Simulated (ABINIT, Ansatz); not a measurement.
Planning a run of Ansatz 0.2.0 on Ba2SrTeO6 (R-3). The input:

```yaml
crystal:
  lattice:
    - [3.0944710173, 1.7865936749, 4.9666109846]
    - [-3.0944710173, 1.7865936749, 4.9666109846]
    - [0.0, -3.5731873497, 4.9666109846]
  atoms:
    - { symbol: Ba, position: [0.25206, 0.25206, 0.25206] }
    - { symbol: Ba, position: [0.74794, 0.74794, 0.74794] }
    - { symbol: Sr, position: [0.0, 0.0, 0.0] }
    - { symbol: Te, position: [0.5, 0.5, 0.5] }
    - { symbol: O, position: [0.328441, 0.717506, 0.22634] }
    - { symbol: O, position: [0.717506, 0.22634, 0.328441] }
    - { symbol: O, position: [0.22634, 0.328441, 0.717506] }
    - { symbol: O, position: [0.671559, 0.282494, 0.77366] }
    - { symbol: O, position: [0.77366, 0.671559, 0.282494] }
    - { symbol: O, position: [0.282494, 0.77366, 0.671559] }
kpoints:
  mp_grid: { grid: [2, 2, 2] }
hamiltonian:
  xc: lda
scf:
  occupations: { method: fixed }
gw:
  n_empty_bands: 200
  ecut_chi: 141.5
  qp_bands: [v2, c2]
  qp_kpoints: [[0.5, 0.5, 0.0], [0.0, 0.0, 0.0]]
  screening: { model: contour_deformation }
```

```sh
ansatz run input.yaml --threads 4 --pin off --max-ram 14745MiB --backend cpu --events-out ev --progress --plain --runs-dir out
```

Question: How long will it take on 4 threads of Arm Neoverse V1, shared host, and how much memory?

It took 35 s; on shared hardware allow 18 s to 70 s. Peak host memory was 0.83 GiB. The sizes that set the cost: 3221 plane waves a state, 4 irreducible k points, 615 plane waves in the screening and 7 SCF cycles.

The screening grows as filled bands × empty bands × pairs of k points, times the square of the screening basis for the matrix.

[Paths, hosts, dates, memory and timing lines, banners, echoed tables and standing remarks are left out of the program output.]

[Logs are printed without paths, hosts, clocks, repeated set-up lines and the standing remarks that a program may print on its own settings, such as how far it seeks lower states.]

[Runs of the session that timed out or met a known fault of the program may be left out.]

[Hosts, paths, dates, database ids (printed as entryN), source tags and the programs' standing remarks are cut or masked in the printed files.]

[G0W0 gaps are taken among the corrected bands and points alone; a level outside them can change the order at an edge.]

[Where Ansatz stands beside ABINIT at settings called matched, ABINIT's density can come from a denser mesh and the files from another edition; pairs whose starting gaps differed by over 0.03 eV were left out, so agreement reads better than it is.]
